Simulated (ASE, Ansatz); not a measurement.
# Generalised stacking fault on (112) of a Nb-Li solid solution (54 atoms): a single point

What does DFT give for generalised stacking fault on (112) of a Nb-Li solid solution (54 atoms) as built?

Program: Ansatz 0.2.0. Level of theory: Kohn-Sham DFT, r2SCAN, PAW (set soft_2), plane waves. Results are calculated unless marked as measured.

### 1. The structure

The cell holds 54 atoms: 30 Nb and 24 Li. Its edges and angles: a = 8.820 Å, b = 4.801 Å, c = 25.224 Å, α = 90.0°, β = 85.5°, γ = 90.0°. It derives from Nb and Li. Bcc Nb lattice (a = 3.3949 Å, the value set for the mixture), cell with z along [112], 3 x 1 x 3 periods; the third cell vector is tilted by 0.667 of 1/2<111> (its sense, twinning or antitwinning, isn't checked) and lengthened by 0.2 Å, so the cell holds one fault; displaced by a Gaussian of 0.01 Å; 24 of 54 Nb sites given to Li at random (lattice constant by Vegard's rule between Nb and Li).

Before any run, some limits are plain. The cell is under 6 Å thick along one periodic direction, so every atom has periodic images of itself close by, which move with it and show among its neighbours and in g(r). The host structure and its lattice constant were typed by rule, without a check against the phase diagram.

### 2. Plane-wave single point

The electrons are solved once, with the atoms held.

input.yaml

```yaml
crystal:
  lattice:
    - [8.82021, 0.0, 0.0]
    - [0.0, 4.80111, 0.0]
    - [1.96003, 0.0, 25.14732]
  atoms:
    - { symbol: Nb, position: [0.44778, 0.99947, 0.99218] }
    - { symbol: Nb, position: [0.11182, 0.00111, 0.99115] }
    - { symbol: Li, position: [0.7807, 0.00176, 0.9917] }
    - { symbol: Nb, position: [0.76679, 0.49721, 0.05379] }
    - { symbol: Nb, position: [0.43294, 0.50134, 0.05439] }
    - { symbol: Li, position: [0.09968, 0.50079, 0.05474] }
    - { symbol: Li, position: [0.8638, 0.00146, 0.10948] }
    - { symbol: Li, position: [0.5298, 0.00013, 0.11046] }
    - { symbol: Nb, position: [0.19621, 0.99986, 0.11033] }
    - { symbol: Nb, position: [0.63064, 0.49904, 0.16508] }
    - { symbol: Li, position: [0.29916, 0.5014, 0.16508] }
    - { symbol: Li, position: [0.96303, 0.49827, 0.1651] }
    - { symbol: Nb, position: [0.72944, 0.99869, 0.22063] }
    - { symbol: Nb, position: [0.39585, 0.00201, 0.21994] }
    - { symbol: Li, position: [0.06129, 0.99825, 0.21994] }
    - { symbol: Li, position: [0.82808, 0.50004, 0.27551] }
    - { symbol: Li, position: [0.49405, 0.49971, 0.27512] }
    - { symbol: Li, position: [0.15983, 0.50076, 0.27439] }
    - { symbol: Li, position: [0.59298, 0.00071, 0.33064] }
    - { symbol: Li, position: [0.25987, 0.00508, 0.33017] }
    - { symbol: Li, position: [0.92739, 0.99838, 0.3307] }
    - { symbol: Nb, position: [0.69262, 0.50104, 0.38487] }
    - { symbol: Nb, position: [0.35961, 0.49757, 0.3858] }
    - { symbol: Li, position: [0.02391, 0.49898, 0.38556] }
    - { symbol: Nb, position: [0.79144, 0.00098, 0.44071] }
    - { symbol: Nb, position: [0.45721, 0.00081, 0.44102] }
    - { symbol: Li, position: [0.12282, 0.00361, 0.44099] }
    - { symbol: Nb, position: [0.55553, 0.501, 0.49625] }
    - { symbol: Nb, position: [0.22275, 0.4988, 0.49601] }
    - { symbol: Li, position: [0.8885, 0.50142, 0.49596] }
    - { symbol: Nb, position: [0.65547, 0.99869, 0.55094] }
    - { symbol: Nb, position: [0.32071, 0.00473, 0.54988] }
    - { symbol: Nb, position: [0.98851, 0.00037, 0.55086] }
    - { symbol: Nb, position: [0.7544, 0.50211, 0.60604] }
    - { symbol: Li, position: [0.42013, 0.50218, 0.6064] }
    - { symbol: Li, position: [0.08658, 0.50218, 0.60614] }
    - { symbol: Nb, position: [0.51897, 0.99371, 0.6612] }
    - { symbol: Li, position: [0.18704, 0.99922, 0.66148] }
    - { symbol: Li, position: [0.85327, 0.00199, 0.66046] }
    - { symbol: Nb, position: [0.6189, 0.49864, 0.71581] }
    - { symbol: Li, position: [0.28719, 0.50163, 0.71604] }
    - { symbol: Nb, position: [0.9531, 0.50192, 0.71598] }
    - { symbol: Nb, position: [0.71849, 0.99908, 0.77107] }
    - { symbol: Nb, position: [0.38485, 0.99828, 0.77183] }
    - { symbol: Nb, position: [0.05227, 0.00102, 0.77176] }
    - { symbol: Nb, position: [0.48366, 0.50165, 0.82658] }
    - { symbol: Nb, position: [0.14777, 0.50277, 0.82574] }
    - { symbol: Li, position: [0.8159, 0.50352, 0.82697] }
    - { symbol: Nb, position: [0.58044, 0.00143, 0.88108] }
    - { symbol: Nb, position: [0.24923, 0.00151, 0.88147] }
    - { symbol: Nb, position: [0.91328, 0.00062, 0.88076] }
    - { symbol: Nb, position: [0.68073, 0.49809, 0.93645] }
    - { symbol: Li, position: [0.34652, 0.50147, 0.93643] }
    - { symbol: Li, position: [0.01408, 0.50072, 0.93671] }
kpoints:
  mp_grid: { grid: [2, 4, 1] }
hamiltonian:
  xc: r2scan
scf:
  occupations: { method: fermi_dirac, width: 0.1 }
output:
  forces: true
  stress: true
  populations: true
  dos:
    method: { smearing: { sigma: 0.1 } }
    de: 0.1
    projected: { site_lists: { Li: [Li], Nb: [Nb] } }
  eigenvalues: true
  write_density: true
  write_potential: true
  volumetric_format: npy
```

Started as:

```console
> ansatz run input.yaml --threads 8 --pin off --max-ram 15872MiB --backend cpu --events-out ev --progress --plain --runs-dir out
```

Numbers of over 12 decimals in the logs are rounded to 6 here.

What it wrote:

```text
Engine: ansatz 0.2.0, aarch64-unknown-linux-gnu
Pseudopotentials: kind: paw
Pseudopotential: Nb, paw, valence charge 13, recommended cutoff 500 eV (meta_gga), Nb.paw.azcp
Pseudopotential: Li, paw, valence charge 3, recommended cutoff 500 eV (meta_gga), Li.paw.azcp
Functional definition: r2SCAN
  parameter k0 = 0.174
  parameter k1 = 0.065
  parameter a1 = 4.9479
  exchange = r2scan_x(k0 = k0, k1 = k1, a1 = a1)
  correlation = r2scan_c
Crystal: 54 atoms, lattice volume = 1064.908 Å³
Basis set: ecut = 500 eV, 27053 PW (Γ), exchange–correlation on 288×144×768 points (64 copies of the dense FFT grid, shifted against one another)
Bands: 285, of which v1, the nominal top of the filled ones, is band 231 counted from 1 (230 counted from 0)
Symmetry: 1 space group operations
Space group: P1 (ITA 1), of the structure as read, at distance tolerance 1.0e-4 Å
k-points: 6 of 8 (time reversal used)
Non-local potential: Nb, projectors of the file, l = 0: 3, l = 1: 2, l = 2: 2, l = 3: 1
Non-local potential: Li, projectors of the file, l = 0: 3, l = 1: 2, l = 2: 1
PAW form: soft (Blöchl's): semilocal exchange-correlation on the pseudo side does not see the compensation charge
PAW frozen core: Nb, regenerated for the run's functional (the file was generated under x = pbe(κ = 0.804, μ = 0.219515), c = pbe(β = 0.066725))
PAW one-centre angular grid: Nb, 590 points (default); XC on 160 Gauss nodes
PAW one-centre angular grid: Li, 302 points (default); XC on 327 of its mesh's 2665 points in the sphere
Initial density: superposition of atomic densities (neutral atoms: chi_scale 0, normalization atom), corrected by the library's trained network
Initial wavefunctions: pseudopotential atomic-orbital guess
Functional: x = r2scan, c = r2scan; τ floored in thin density (d = 2e-4 eV/Å³)
SCF iter   1: F=—  HF=-141801.038129 eV  |F-HF|=—  |Δ(HF+E_count)|=         —  Δρ=1.13e-2  dr2=3.81e1  dr2_τ=4.46e-1  ethr=1.77e-3  ⟨swp⟩=10.8  Hψ=7734  notcnv=0
preconditioner: auto → Kerker (q_TF=auto, 2.374 Å⁻¹)  [metal: Δε(μ)=0.008 eV  Ē_g=2.713 eV  σ=0.100 eV  W_gap=0.02  n_scr=236 (ndim 8)  ℏωp=15.0 eV  f_vac=0.000  D(μ)=61.75/eV (n_scr^D=624)]
SCF iter   2: F=—  HF=-141801.109282 eV  |F-HF|=—  |Δ(HF+E_count)|=   7.12e-2  Δρ=8.14e-3  dr2=9.04e0  dr2_τ=2.93e-1  ethr=1.77e-3  ⟨swp⟩=2.2  Hψ=2143  notcnv=0
SCF iter   3: F=—  HF=-141801.055173 eV  |F-HF|=—  |Δ(HF+E_count)|=   5.41e-2  Δρ=3.79e-3  dr2=1.63e0  dr2_τ=2.20e-2  ethr=1.77e-3  ⟨swp⟩=1.0  Hψ=1710  notcnv=0
SCF iter   4: F=—  HF=-141801.067963 eV  |F-HF|=—  |Δ(HF+E_count)|=   1.28e-2  Δρ=3.34e-3  dr2=8.15e-1  dr2_τ=3.39e-2  ethr=3.52e-4  ⟨swp⟩=1.0  Hψ=1710  notcnv=0
[...]
SCF iter  15: F=—  HF=-141801.052863 eV  |F-HF|=—  |Δ(HF+E_count)|=   3.87e-8  Δρ=2.44e-6  dr2=1.14e-7  dr2_τ=8.90e-9  ethr=2.19e-10  ⟨swp⟩=1.0  Hψ=1710  notcnv=0
SCF iter  16: F=—  HF=-141801.052863 eV  |F-HF|=—  |Δ(HF+E_count)|=   2.70e-8  Δρ=1.75e-6  dr2=2.57e-7  dr2_τ=5.43e-9  ethr=2.16e-11  ⟨swp⟩=9.5  Hψ=9229  notcnv=0
SCF iter  17: F=-141801.052863 eV  HF=-141801.052863 eV  |F-HF|=3.65e-8  |Δ(HF+E_count)|=   7.48e-9  Δρ=1.04e-6  dr2=4.65e-8  dr2_τ=2.33e-9  ethr=2.16e-11  ⟨swp⟩=5.8  Hψ=8835  notcnv=0
SCF 1 converged in 17 iterations: F = -141801.052863 eV  dr2 = 4.65e-8
[...]
SCF converged after 17 iterations
Free energy (F): -141801.052863 eV
Harris-Foulkes:  -141801.052863 eV  (|F-HF|=3.65e-8)
Internal energy: -141799.054195 eV  (E = F + TS)
E sigma→0 (E₀):  -141800.053529 eV
Entropy (-TS):   -1.998668 eV (-37.012 meV/atom)
Fermi energy:    9.184947 eV
--- Per-component energies (eV) ---
  E_band       = -7392.778778
  E_kinetic    = 12165.551469
  E_local      = -53421.468578  (includes V_loc(G=0)·N_el)
  E_nonlocal   = 2805.349128
  E_hartree    = 20768.859312
  E_xc         = -5245.562270
  E_vxc        = -7323.917036  (∫ρ·V_xc dr)
  E_paw        = -93227.342450  (= ΣΔE_a)
  E_vpaw       = -3620.692829  (= ΣTr[D̂ρ^β])
  E_aug_tail   = -0.002349  (compensation charges beyond the density's cutoff)
  E_vtau       = 464.669153  (kinetic-family band-sum trace: ∫τ·v_τ [+ j·A + Jᵃ·Aᵃ] dr)
  E_ewald      = -25638.665536
  E_core_change = -5.772921  (= ΣΔE_core)
  E_smearing   = -1.998668  (= −TS)
  E_closure    = -0.000000  (closes the sum)
  Σ components = -141801.052863   (vs F -141801.052863, Δ=0.00e0)
--- Forces (eV/Å), atoms counted from 1 ---
  atom   1  Nb    -0.11524030     0.02846883    -0.00962155
  atom   2  Nb     1.18014479    -0.01283913     0.37586356
  atom   3  Li    -0.08553138    -0.07054899    -0.05567691
  atom   4  Nb    -1.65271969     0.09226011    -0.18570744
  atom   5  Nb     0.36046503    -0.02838820    -0.15637410
  atom   6  Li     0.04982920    -0.00291986     0.03884825
  atom   7  Li    -0.10519030    -0.04186871     0.02197571
  atom   8  Li     0.41183738     0.00071825    -0.19782627
[...]
atom  13  Nb    -2.13051023     0.01811620    -1.13753425
  atom  14  Nb     1.89668651    -0.01212048    -1.20605768
[...]
atom  53  Li    -0.26222005    -0.01144655     0.25577362
  atom  54  Li     0.07468521     0.00138868     0.15138423
  max |Σ_I F_I| component: 4.68e-5 eV/Å
--- Stress (GPa, compression-positive) ---
      -11.925853       0.029866       0.311923
        0.029866      -9.824873       0.047301
        0.311923       0.047301     -10.604226
  P = ⅓ Tr σ = -10.7850 GPa (-107.850 kbar)
--- Band table (eV; the first three rows and the last of 6) ---
  k-point 0: bands = ["-47.7965", "-47.7068", "-47.6218", "-47.5948", [... 269 levels ...], "11.1093", "11.1523", "11.2310", "11.2875", "11.3065", "11.3157", "11.3938", "11.4407", "11.4891", "11.4915", "11.5950", "11.6248"]
[...]
--- Löwdin populations: 54 sites ---
  site symbol       q [e]
     0     Nb     13.0276
     1     Nb     13.1928
     2     Li      2.6470
[...]
53     Li      2.6493
  spilling = 0.008881 (of n_electrons = 462.000000)
```

Elapsed: 2 min, on 8 threads of Arm Neoverse V2, shared host; peak memory 8.6 GiB; 16 min of CPU time.

In the SCF lines HF is the Harris–Foulkes energy and dr2 the Hartree energy of the density residual, in eV; the loop may stop once dr2 is under the threshold and the program's other checks hold. Hψ counts applications of the Hamiltonian.

Numbers from this run:

```yaml
free_energy: -141801.0529 eV
free_energy_per_atom: -2625.9454 eV/atom
scf_cycles: 17
pressure: -10.78 GPa
r_m_s_force_component: 0.5146 eV/Å
longest_force: 2.584 eV/Å
fermi_energy: 9.185 eV
levels_partly_filled_by_over_2_per_cent: 131
spilling_of_the_projection: 0.008881
```

Length of the force by element:

| element | coordination | atoms | mean length of the force (eV/Å) | spread | least | most |
| --- | --- | --- | --- | --- | --- | --- |
| Li | all | 24 | 0.215 | 0.107 | 0.0633 | 0.457 |
| Nb | all | 30 | 0.914 | 0.741 | 0.119 | 2.58 |

Density of states as counts of states in windows of 1 eV (from the Fermi level), total and the larger projections:

| from (eV) | to (eV) | total | Nb d | Nb s | Li s |
| --- | --- | --- | --- | --- | --- |
| -14 | -6 | 0.0 | 0.0 | 0.0 | 0.0 |
| -6 | -5 | 0.6 | 0.0 | 0.5 | 0.1 |
| -5 | -4 | 4.9 | 0.2 | 3.6 | 1.1 |
| -4 | -3 | 11.6 | 2.2 | 6.6 | 2.4 |
| -3 | -2 | 33.4 | 21.6 | 7.1 | 4.2 |
| -2 | -1 | 56.0 | 46.6 | 3.9 | 4.2 |
| -1 | 0 | 65.8 | 56.3 | 3.0 | 3.6 |
| 0 | 1 | 49.5 | 39.1 | 2.8 | 2.7 |

About 290 of the 462 electrons lie in deeper levels, below the stored range.

The levels nearest the highest filled one (over half full), pooled over k-points and spins:

| level less the highest filled one (eV) | occupation |
| --- | --- |
| -0.0218 | 1.11 |
| -0.0153 | 1.08 |
| -0.0095 | 1.05 |
| -0.0075 | 1.04 |
| -0.0043 | 1.03 |
| 0 | 1.00 |
| 0.0073 | 0.968 |
| 0.0083 | 0.963 |
| 0.0176 | 0.917 |
| 0.0218 | 0.896 |
| 0.0229 | 0.89 |
| 0.0372 | 0.82 |

Valence density in the ca plane at fractional y = 0.000, with atoms of Nb and Li within 0.2 Å of it. It is the smooth field of the valence electrons, not physical close to the nuclei.

Values in e/Å³, 13 rows by 16 columns, each cell a mean:
```
0.1 0.1 0.2 0.1 0.1 0.1 0.1 0.1 3.5 0.1 0.1 0.2 0.2 2.4 3.3 0.2
0.1 0.1 3.0 1.3 0.1 0.3 0.1 0.1 1.5 0.1 0.8 1.9 0.2 0.5 0.7 0.1
1.3 0.1 0.5 0.3 0.3 2.8 0.9 0.1 0.1 0.1 2.1 4.5 0.5 0.3 0.3 0.1
0.4 0.1 0.1 0.1 0.4 4.4 2.0 0.1 0.1 0.1 0.8 2.5 0.4 1.9 2.2 0.2
0.1 0.1 0.1 0.1 0.2 1.7 0.7 0.1 1.7 0.1 0.2 0.3 0.2 2.9 3.8 0.3
0.3 0.1 1.9 0.9 0.1 0.3 0.2 0.1 3.3 0.1 0.4 0.8 0.2 0.9 1.4 0.3
2.3 0.1 1.5 0.9 0.2 1.5 0.5 0.1 0.1 0.1 1.8 4.0 0.4 0.3 0.3 0.3
2.6 0.2 0.1 0.1 0.5 4.5 1.8 0.1 0.1 0.1 1.3 3.8 0.5 1.1 1.1 0.2
0.5 0.2 0.3 0.2 0.3 3.0 1.2 0.1 0.5 0.1 0.2 0.6 0.3 3.1 3.5 0.2
0.3 0.2 2.5 1.7 0.2 0.3 0.2 0.1 4.2 0.1 0.1 0.1 0.2 1.7 2.4 0.2
1.4 0.3 3.7 3.0 0.2 0.1 0.1 0.1 0.4 0.1 0.2 1.1 0.1 0.3 0.3 0.1
2.9 0.2 1.1 0.9 0.1 2.1 0.2 0.1 0.0 0.0 0.4 3.5 0.1 0.5 0.6 0.1
1.1 0.1 0.1 0.1 0.1 2.6 0.3 0.1 0.1 0.1 0.1 0.2 0.1 2.5 3.1 0.2
```
Columns run along c (16.0 Å, from fractional 0.00 to 0.63 of the cell), rows up along a (8.8 Å). Atoms in or near the plane, at fractional coordinates: Li at (0.11, 0.86), Li at (0.11, 0.53), Nb at (0.11, 0.20), Nb at (0.22, 0.73), Nb at (0.22, 0.40), Li at (0.22, 0.06), Li at (0.33, 0.59), Li at (0.33, 0.26), Li at (0.33, 0.93), Nb at (0.44, 0.79), Nb at (0.44, 0.46), Li at (0.44, 0.12), Nb at (0.55, 0.66), Nb at (0.55, 0.32) and more.

Electrostatic potential energy in the ca plane at fractional y = 0.000, with atoms of Nb and Li within 0.2 Å of it. With pseudopotentials it is smooth inside the atoms' cores, unlike the true potential.

Ten even steps from '0' (-70 eV) to '9' (12 eV), each cell a mean:
```
99999999999999999999986679999999999861003799
99999987799999999999985468999988999974225899
99999975579999999999997679998756799998778999
89999975579998878899999899997411479999999999
68999987789997434789999999996200169999999999
68999999999985100489999999997300269987678999
79999999999985100379999999998643589974236899
99999999999997311589998899999887899851003799
99999999999999766899986679999999999861003799
99999987799999999999986568999988999974225899
78999975579999999999997679998766799998778998
36899975579999878999999899997411479999999998
03799997789997434799999999996200169999999998
03799999999985100489999999997300269987778999
25899999999985000379999999998633589974236899
78999999999996311589998899999887899851004899
99999977789998766799986679999999999851003799
99999742258999988999985568999999999974225899
78999620027999999999987679999999999998678999
36899720026999999999998899999877899999999999
04899852247999888999999999999755799999999999
03799986678998756899999999999865799987678999
25899999999998655899999999999988899974236899
78999999999999867899998899999999999851003799
```
Columns run along c (16.0 Å, from fractional 0.00 to 0.63 of the cell; values clipped at the 3rd and 97th percentile), rows up along a (8.8 Å). Atoms in or near the plane, at fractional coordinates: Li at (0.11, 0.86), Li at (0.11, 0.53), Nb at (0.11, 0.20), Nb at (0.22, 0.73), Nb at (0.22, 0.40), Li at (0.22, 0.06), Li at (0.33, 0.59), Li at (0.33, 0.26), Li at (0.33, 0.93), Nb at (0.44, 0.79), Nb at (0.44, 0.46), Li at (0.44, 0.12), Nb at (0.55, 0.66), Nb at (0.55, 0.32) and more.

Within 0.4 eV of the Fermi level the largest share is Nb d (88 % of the projected weight).

### 3. Local order

These statistics describe the geometry on which the runs were made.

Density 4.61 g/cm³, 19.72 Å³ an atom.

Pair distribution functions g(r), in bins of 0.1 Å:

| r (Å) | total | Nb-Nb | Nb-Li | Li-Li |
| --- | --- | --- | --- | --- |
| 2.75 | 0.00 | 0.00 | 0.00 | 0.00 |
| 2.85 | 0.49 | 0.68 | 0.57 | 0.00 |
| 2.95 | 13.70 | 13.10 | 14.20 | 13.30 |
| 3.05 | 0.00 | 0.00 | 0.00 | 0.00 |
| 3.15 | 0.35 | 0.38 | 0.24 | 0.60 |
| 3.25 | 0.00 | 0.00 | 0.00 | 0.00 |
| 3.35 | 4.95 | 5.29 | 4.13 | 6.46 |
| 3.45 | 2.63 | 2.89 | 2.61 | 2.26 |
| 3.55 | 0.27 | 0.29 | 0.19 | 0.46 |
| 3.65 | 0.00 | 0.00 | 0.00 | 0.00 |
| 3.75 | 0.00 | 0.00 | 0.00 | 0.00 |
| 3.85 | 0.00 | 0.00 | 0.00 | 0.00 |
| 3.95 | 0.00 | 0.00 | 0.00 | 0.00 |
| 4.05 | 0.07 | 0.23 | 0.00 | 0.00 |
| 4.15 | 0.34 | 0.44 | 0.28 | 0.35 |
| 4.25 | 0.00 | 0.00 | 0.00 | 0.00 |
| 4.35 | 0.00 | 0.00 | 0.00 | 0.00 |
| 4.45 | 0.00 | 0.00 | 0.00 | 0.00 |
| 4.55 | 0.00 | 0.00 | 0.00 | 0.00 |
| 4.65 | 0.00 | 0.00 | 0.00 | 0.00 |
| 4.75 | 2.78 | 3.06 | 2.58 | 2.84 |
| 4.85 | 4.64 | 5.99 | 2.78 | 7.20 |
| 4.95 | 0.12 | 0.00 | 0.24 | 0.00 |
| 5.05 | 0.41 | 0.29 | 0.55 | 0.23 |
| 5.15 | 0.00 | 0.00 | 0.00 | 0.00 |
| 5.25 | 0.00 | 0.00 | 0.00 | 0.00 |
| 5.35 | 0.37 | 0.40 | 0.33 | 0.41 |
| 5.45 | 0.00 | 0.00 | 0.00 | 0.00 |
| 5.55 | 0.19 | 0.30 | 0.15 | 0.09 |
| 5.65 | 10.40 | 9.92 | 10.90 | 9.94 |
| 5.75 | 0.53 | 0.46 | 0.57 | 0.54 |
| 5.85 | 3.03 | 3.17 | 2.90 | 3.15 |
| 5.95 | 0.39 | 0.37 | 0.37 | 0.50 |
| 6.05 | 0.00 | 0.00 | 0.00 | 0.00 |
| 6.15 | 0.00 | 0.00 | 0.00 | 0.00 |
| 6.25 | 0.00 | 0.00 | 0.00 | 0.00 |
| 6.35 | 0.26 | 0.38 | 0.12 | 0.44 |
| 6.45 | 0.34 | 0.36 | 0.34 | 0.28 |
| 6.55 | 0.16 | 0.26 | 0.11 | 0.14 |
| 6.65 | 0.00 | 0.00 | 0.00 | 0.00 |
| 6.75 | 1.38 | 1.27 | 1.51 | 1.22 |
| 6.85 | 0.51 | 0.40 | 0.63 | 0.38 |
| 6.95 | 0.14 | 0.15 | 0.05 | 0.36 |
| 7.05 | 0.07 | 0.15 | 0.05 | 0.00 |

The surroundings of Nb23, which bears the longest force, nearest first, numbered as they follow in the input and with coordinates relative to it.

| atom | x | y | z | distance (Å) | Fx | Fy | Fz (eV/Å) |
| --- | --- | --- | --- | --- | --- | --- | --- |
| Nb23 | 0.00 | 0.00 | 0.00 | 0.00 | 1.77 | 0.09 | 1.88 |
| Li20 | -0.99 | -2.36 | -1.40 | 2.92 | 0.02 | -0.08 | 0.17 |
| Nb26 | 0.97 | -2.38 | 1.39 | 2.93 | 0.22 | 0.00 | 0.28 |
| Nb22 | 2.94 | 0.02 | -0.02 | 2.94 | -1.45 | -0.02 | 1.60 |
| Nb29 | -0.99 | 0.01 | 2.77 | 2.94 | 0.71 | 0.02 | -0.40 |
| Li17 | 0.97 | 0.01 | -2.78 | 2.95 | 0.23 | 0.02 | 0.00 |
| Nb26 | 0.97 | 2.42 | 1.39 | 2.95 | 0.22 | 0.00 | 0.28 |
| Li24 | -2.96 | 0.01 | -0.01 | 2.96 | -0.04 | 0.02 | 0.24 |
| Li20 | -0.99 | 2.44 | -1.40 | 2.98 | 0.02 | -0.08 | 0.17 |
| Li19 | 1.95 | -2.39 | -1.39 | 3.38 | -0.22 | 0.00 | 0.09 |
| Li27 | -1.98 | -2.37 | 1.39 | 3.39 | 0.35 | -0.05 | -0.12 |
| Nb28 | 1.94 | 0.02 | 2.78 | 3.39 | -0.27 | -0.02 | -0.94 |
| Li19 | 1.95 | 2.42 | -1.39 | 3.40 | -0.22 | 0.00 | 0.09 |
| Li27 | -1.98 | 2.43 | 1.39 | 3.43 | 0.35 | -0.05 | -0.12 |
| Li18 | -1.98 | 0.02 | -2.80 | 3.43 | 0.17 | 0.00 | -0.12 |

### 4. What came out

```
free energy per atom       : -2625.9454 eV/atom
density                    : 4.606 g/cm³
pressure                   : -10.78 GPa
r.m.s. force component     : 0.5146 eV/Å
wall time of the 1 DFT run : 2 min
```

What this shows: 131 levels are partly filled, by over 2 % (on the run's k-points), as in a metal.

What to keep in mind: The geometry was built by rule, was displaced at random and isn't relaxed at this level: its force components are 0.51 eV/Å r.m.s. The pressure of -11 GPa shows the cell to be stretched for this functional.

[Logs are printed without paths, hosts, clocks, repeated set-up lines and the standing remarks that a program may print on its own settings, such as how far it seeks lower states.]

[Hosts, paths, dates, database ids (printed as entryN), source tags and the programs' standing remarks are cut or masked in the printed files.]
